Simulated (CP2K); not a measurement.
Two runs for the N K edge of methylpyrazine. Run A: CP2K XAS_TDP, all-electron GAPW, PBEh(45%), aug-cc-pVDZ, TDA, no relativity. Run B differs in one setting.

First lines with a strength over 0.0015. A:

```
              atom  energy (eV)  states  strength, one atom
N4 (bonded to 2 C)       394.53       1              0.0544
                         401.69       1              0.0042
                         402.18       1              0.0021
                         402.46       2              0.0035
                         402.66       1              0.0034
N7 (bonded to 2 C)       394.60       1              0.0525
                         400.37       1              0.0030
                         401.20       1              0.0053
                         401.60       1              0.0020
                         401.81       1              0.0027
```

B:

```
              atom  energy (eV)  states  strength, one atom
N4 (bonded to 2 C)       395.07       1              0.0543
                         402.24       1              0.0042
                         402.73       1              0.0021
                         403.00       2              0.0035
                         403.21       1              0.0033
N7 (bonded to 2 C)       395.14       1              0.0525
                         400.92       1              0.0030
                         401.75       1              0.0053
                         402.14       1              0.0020
                         402.35       1              0.0027
```

Question: Which was it: the functional, the basis, scalar relativity switched on, GW2X switched on?

Scalar relativity switched on. Relativity shifts all lines of an element by nearly the same amount and keeps their strengths. Against PBEh(45%) in aug-cc-pVDZ, the leading lines move by +0.54 eV (N4, to 395.07) and +0.54 eV (N7, to 395.14).

[Banner, clock and machine lines of the logs are left out without a mark of their own.]

[Logs are printed without paths, hosts, clocks, repeated set-up lines and the standing remarks that a program may print on its own settings, such as how far it seeks lower states.]

[Hosts, paths, dates, database ids (printed as entryN), source tags and the programs' standing remarks are cut or masked in the printed files.]
